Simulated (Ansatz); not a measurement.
# What LaIrS3 (built on the sites of a database entry of LaCoO3) distorts into

Which phase does LaIrS3 (built on the sites of a database entry of LaCoO3) fall into along its unstable mode, and how much energy does it gain?

Main program and level: Ansatz 0.2.0; DFT PBEsol, scalar-relativistic, plane waves, PseudoDojo norm-conserving pseudopotentials.

This is a report of a sequence of runs, with most program output left out.

The structure was built from a prototype and need not be the compound's stable phase.

## (1) Set-up

It takes space group Pm-3m (No. 221, cubic). The conventional cell has a = 4.634 Å, b = 4.634 Å, c = 4.634 Å, α = 90.00°, β = 90.00°, γ = 90.00°. Nearest to La lie 12 S at 3.28 Å. Nearest to Ir lie 6 S at 2.32 Å. Nearest to S lie 2 Ir at 2.32 Å and 4 La at 3.28 Å. Farther neighbours and most contacts between anions are not listed.

## (2) Linear response at the zone centre

The cell comes from relaxations at this level that are not shown. The zone centre is the only wavevector solved here; it holds the modes that light can see, as far as symmetry allows. No field response is asked, since the mesh shows no gap.

The input, input.yaml:

```yaml
crystal:
  lattice:
    - [4.6342572702, 0.0, 0.0]
    - [0.0, 4.6342572702, 0.0]
    - [0.0, 0.0, 4.6342572702]
  atoms:
    - { symbol: La, position: [0.0, 0.0, 0.0] }
    - { symbol: Ir, position: [0.5, 0.5, 0.5] }
    - { symbol: S, position: [0.5, 0.5, 0.0] }
    - { symbol: S, position: [0.0, 0.5, 0.5] }
    - { symbol: S, position: [0.5, 0.0, 0.5] }
kpoints:
  mp_grid: { grid: [8, 8, 8] }
hamiltonian:
  xc: pbesol
  pseudopotentials: { kind: nc, accuracy: standard }
scf:
  occupations: { method: methfessel_paxton, width: 0.2 }
output:
  eigenvalues: true
phonons:
  method: dfpt
```

Started as:

```
$ ansatz run input.yaml --threads 8 --pin off --max-ram 14336MiB --backend cpu --events-out ev --progress --plain --runs-dir out
```

Wall time 5 min (8 threads of Arm Neoverse N1, shared host); peak memory 8.2 GiB.

Numbers from this step:

```
volume per atom                                         : 19.91 Å³
gap on the k-mesh                                       : 0 eV
sum-rule residual before enforcement                    : 4.03e-4 eV/Å²
point group                                             : m-3m
highest optical mode at the zone centre (no LO-TO term) : 368.8 cm⁻¹
lowest optical zone-centre mode                         : -194.6 cm⁻¹
```

Patterns of degenerate modes are one choice out of their space. Modes at Γ, with each element's share of the kinetic energy (negative means imaginary):

| mode | frequency (cm⁻¹) | symmetry | La % | Ir % | S % |
| --- | --- | --- | --- | --- | --- |
| 1 | -194.6 | T2u | 0 | 0 | 100 |
| 2 | -194.6 | T2u | 0 | 0 | 100 |
| 3 | -194.6 | T2u | 0 | 0 | 100 |
| 4 | -188.6 | T1u | 1 | 18 | 81 |
| 5 | -188.6 | T1u | 1 | 18 | 81 |
| 6 | -188.6 | T1u | 1 | 18 | 81 |
| 7 | -44.1 | T1u | 66 | 27 | 6 |
| 8 | -44.1 | T1u | 66 | 27 | 6 |
| 9 | -44.1 | T1u | 66 | 27 | 6 |
| 10 | 0.0 | acoustic | 33 | 45 | 23 |
| 11 | 0.0 | acoustic | 33 | 45 | 23 |
| 12 | 0.0 | acoustic | 33 | 45 | 23 |
| 13 | 368.8 | T1u | 0 | 10 | 90 |
| 14 | 368.8 | T1u | 0 | 10 | 90 |
| 15 | 368.8 | T1u | 0 | 10 | 90 |

Displacements in mode 1 (-194.6 cm⁻¹), the largest set to 1:
```
La1  0.00  0.00  0.00
Ir2  0.00  0.00  0.00
S3  -1.00 -0.03  0.00
S4   0.00  0.03  0.04
S5   1.00  0.00 -0.04
```

Displacements in mode 13 (368.8 cm⁻¹), the largest set to 1:
```
La1  0.00  0.00  0.00
Ir2 -0.14  0.00  0.00
S3  -0.10  0.00  0.00
S4   1.00  0.00  0.00
S5  -0.10  0.00  0.00
```

Before it was imposed, the acoustic sum rule was missed by 4.0e-4 eV/Å². Small misses are needed for a sound result but don't prove that mesh and cutoff are converged. The lowest optical mode is imaginary, 194.6i cm⁻¹, so the energy falls along it.

## (3) The mode frozen in, largest atomic shift 0 Å

The mode followed lies at Γ with frequency 194.6i cm⁻¹ and is 3-fold degenerate, the softest among the wavevectors solved. At small amplitude the distorted cell has space group no. 155 by a symmetry search on the positions. The undistorted cell that holds it gives the zero of energy on the same k mesh.

input.yaml, as its differences from that of step 2:

```diff
@@ -19,4 +19,4 @@
 output:
+  forces: true
+  stress: true
   eigenvalues: true
-phonons:
-  method: dfpt
```

Wall time 25 s (8 threads); peak memory 1.6 GiB; 3.3 min of CPU time.

Numbers from this step:

* pressure: -0.004674 GPa
* energy from the undistorted cell: 0 meV/atom

The run ends at a pressure of 0.00 GPa.

## (4) The mode frozen in, largest atomic shift 0.45 Å

The atoms are moved along the unstable eigenvector, the largest shift by 0.45 Å, with the cell fixed.

input.yaml, the sections that differ from step 3:

```yaml
crystal:
  lattice:
    - [4.6342572702, 0.0, 0.0]
    - [0.0, 4.6342572702, 0.0]
    - [0.0, 0.0, 4.6342572702]
  atoms:
    - { symbol: La, position: [0.0, 0.0, 0.0] }
    - { symbol: Ir, position: [0.5, 0.5, 0.5] }
    - { symbol: S, position: [0.5686621465, 0.5686621465, 0.0] }
    - { symbol: S, position: [0.0, 0.4313378535, 0.5686621465] }
    - { symbol: S, position: [0.4313378535, 0.0, 0.4313378535] }
# kpoints, hamiltonian, scf, output: as in step 3
```

The job ended after 54 s (8 threads; peak memory 1.7 GiB; 7 min of CPU time).

This step gave:

```
pressure                         : -0.2246 GPa
energy from the undistorted cell : -130.0 meV/atom
```

The energy, extrapolated to zero smearing, is -129.97 meV/atom against the undistorted cell.

The run ends at a pressure of -0.22 GPa, with forces up to 0.18 eV/Å.

## (5) Energy along the mode, all amplitudes (two of the runs are shown above)

An imaginary frequency means negative curvature, so the energy should fall and then rise again as anharmonic terms take over.

Numbers from this step:

| Item | Value |
| --- | --- |
| depth at the lowest point sampled | 130.0 meV/atom |
| largest atomic shift at that point | 0.45 Å |

Energy from the parent against largest atomic shift:

| largest atomic shift (Å) | energy from the parent (meV/atom) |
| --- | --- |
| 0.000 | 0 |
| 0.040 | -2.10 |
| 0.080 | -8.29 |
| 0.140 | -24.5 |
| 0.220 | -57.2 |
| 0.320 | -105 |
| 0.450 | -130 |
| 0.600 | -43.1 |

Displacement at unit largest shift by atom:

| atom | x (Å) | y (Å) | z (Å) | size |
| --- | --- | --- | --- | --- |
| La1 | 0.000 | 0.000 | 0.000 | 0.000 |
| Ir2 | 0.000 | 0.000 | 0.000 | 0.000 |
| S3 | 0.707 | 0.707 | 0.000 | 1.000 |
| S4 | 0.000 | -0.707 | 0.707 | 1.000 |
| S5 | -0.707 | 0.000 | -0.707 | 1.000 |

The lowest of the steps tried is at 0.45 Å, 130 meV/atom below the parent; the bottom of the well need not coincide with a step.

## (6) Relaxation from the frozen mode

Starting from the lowest point found, all atoms and the cell are let go, so that strain and other modes of the same symmetry can join in.

input.yaml, as its differences from that of step 4:

```diff
@@ -22 +22,6 @@
   eigenvalues: true
+relax:
+  adjacent_minimum: "off"
+  f_tol: 0.002
+  max_steps: 120
+  cell: { stress_tol: 0.03 }
```

The job ended after 3.3 min (8 threads; peak memory 2 GiB; 26 min of CPU time).

Step by step:

| step | energy less that of the first step (eV) | largest force component (eV/Å) | pressure (GPa) | volume (Å³) |
| --- | --- | --- | --- | --- |
| 1 | 0.0000 | 0.1240 | -0.22 | 99.53 |
| 2 | -0.0032 | 0.0794 | -0.37 | 99.48 |
| 3 | -0.0058 | 0.0044 | 0.05 | 99.17 |
| 4 | -0.0058 | 0.0008 | -0.01 | 99.22 |
| 5 | -0.0058 | 0.0004 | 0.00 | 99.21 |
| 6* | -0.0058 | 0.0004 | 0.00 | 99.21 |

Relaxation steps marked * repeat the geometry before them on a plane-wave basis chosen anew for their cell, so energy and pressure can jump there.

Forces are held to the 6 operations that the run works with; a distortion that breaks them can't arise in this run.

| conventional cell, symmetrised | before | after | change |
| --- | --- | --- | --- |
| a (Å) | 6.554 | 6.557 | +0.1 % |
| b (Å) | 6.554 | 6.557 | +0.1 % |
| c (Å) | 8.027 | 7.992 | -0.4 % |
| volume (Å³/atom) | 19.91 | 19.84 | -0.3 % |

The atoms that moved most (Å, as changes of fractional coordinates times the final cell):

| atom | dx | dy | dz | length |
| --- | --- | --- | --- | --- |
| S3 | -0.014 | -0.014 | 0.000 | 0.020 |
| S5 | 0.014 | 0.000 | 0.014 | 0.020 |
| S4 | 0.000 | 0.014 | -0.014 | 0.020 |

Final coordinates:

```xyz
5
Lattice="4.6294 0.0074 0.0074 0.0074 4.6294 -0.0074 0.0074 -0.0074 4.6294" Properties=species:S:1:pos:R:3 pbc="T T T"
La    0.0000    0.0000    0.0000
Ir    2.3221    2.3147    2.3147
S     2.6228    2.6228    0.0000
S     0.0074    2.0066    2.6153
S     2.0140    0.0000    2.0140
```

This step gave:

```yaml
pressure: -0.004505 GPa
volume_per_atom: 19.84 Å³
```

The distorted start has space group R32; the relaxation ends in R32.

## (7) The new phase in its own primitive cell

The relaxed structure is symmetrised, reduced to its primitive cell and relaxed tightly, as its phonons need.

input.yaml, the sections that differ from step 6:

```yaml
crystal:
  lattice:
    - [3.278707683, 1.8929627634, 2.66416379]
    - [-3.278707683, 1.8929627634, 2.66416379]
    - [0.0, -3.7859255268, 2.66416379]
  atoms:
    - { symbol: La, position: [0.0, 0.0, 0.0] }
    - { symbol: Ir, position: [0.5, 0.5, 0.5] }
    - { symbol: S, position: [0.5656423822, 0.4343576178, 0.0] }
    - { symbol: S, position: [0.4343576178, 0.0, 0.5656423822] }
    - { symbol: S, position: [0.0, 0.5656423822, 0.4343576178] }
kpoints:
  mp_grid: { grid: [9, 9, 9] }
relax:
  adjacent_minimum: "off"
  f_tol: 0.001
  max_steps: 60
  cell: { stress_tol: 0.01 }
# hamiltonian, scf, output: as in step 6
```

Elapsed: 3.8 min, on 8 threads; peak memory 2.1 GiB.

Little changed from the start: no atom moved by 0.005 Å and no cell edge by 0.1 %.

This step gave:

| Quantity | Value |
| --- | --- |
| pressure | 1.90e-4 GPa |

The largest force component left is 0.019 meV/Å and the pressure is 0.000 GPa, within the tolerances set. The cell now holds 19.84 Å³/atom.

## (8) Modes of the new phase, k-mesh 9×9×9

A relaxed structure may still be a saddle point, so its zone-centre modes are computed. No field response is asked, since the mesh shows no gap.

input.yaml, the sections that differ from step 7:

```yaml
crystal:
  lattice:
    - [3.2794204951, 1.8933743056, 2.6628180862]
    - [-3.2794204951, 1.8933743056, 2.6628180862]
    - [0.0, -3.7867486113, 2.6628180862]
  atoms:
    - { symbol: La, position: [0.0, 0.0, 0.0] }
    - { symbol: Ir, position: [0.5, 0.5, 0.5] }
    - { symbol: S, position: [0.5656204629, 0.4343795371, 0.0] }
    - { symbol: S, position: [0.4343795371, 0.0, 0.5656204629] }
    - { symbol: S, position: [0.0, 0.5656204629, 0.4343795371] }
output:
  eigenvalues: true
phonons:
  method: dfpt
# kpoints, hamiltonian, scf: as in step 7
# relax: removed
```

It took 26 min on 8 threads; peak memory 11 GiB.

The run was cut off at the time limit after its SCF cycle had converged; no result of it is taken.

## (9) Summary of results

| Quantity | Value |
| --- | --- |
| unstable mode of the parent | q = (0, 0, 0), 195i cm⁻¹ |
| depth at the lowest point sampled | 130 meV/atom |
| largest atomic shift at that point | 0.45 Å |
| space group reached (within 0.01 Å) | R32 |
| energy gained over the parent (first relaxation, on the mesh of the frozen mode) | 131 meV/atom |
| volume per atom, phase reached | 19.8 Å³ |

What this shows: Along this mode the structure falls into R32, 131 meV/atom below the parent. At the parent's cell the well is 130.0 meV/atom deep on the steps tried, with its lowest point at a shift of 0.45 Å. Relaxing atoms and cell changes the gain by +1.10 meV/atom against the lowest step (energies at zero smearing). The modes of the phase reached were not computed on this path. Of the 2 patterns followed to their end from this parent, this one ends 44.0 meV/atom above the lowest, P-4m2. Each path keeps the symmetry of its pattern, so a lower phase may lie along a pattern not tried. With no gap, or one that is small against the smearing, the frequencies hang on the k mesh and the smearing, most of all near Kohn anomalies. Spin-orbit coupling is left out, which can matter for the heavy elements here. The starting cell was built on a prototype and not taken from a measurement, so the phase need not exist.

[Logs are printed without paths, hosts, clocks, repeated set-up lines and the standing remarks that a program may print on its own settings, such as how far it seeks lower states.]

[Hosts, paths, dates, database ids (printed as entryN), source tags and the programs' standing remarks are cut or masked in the printed files.]
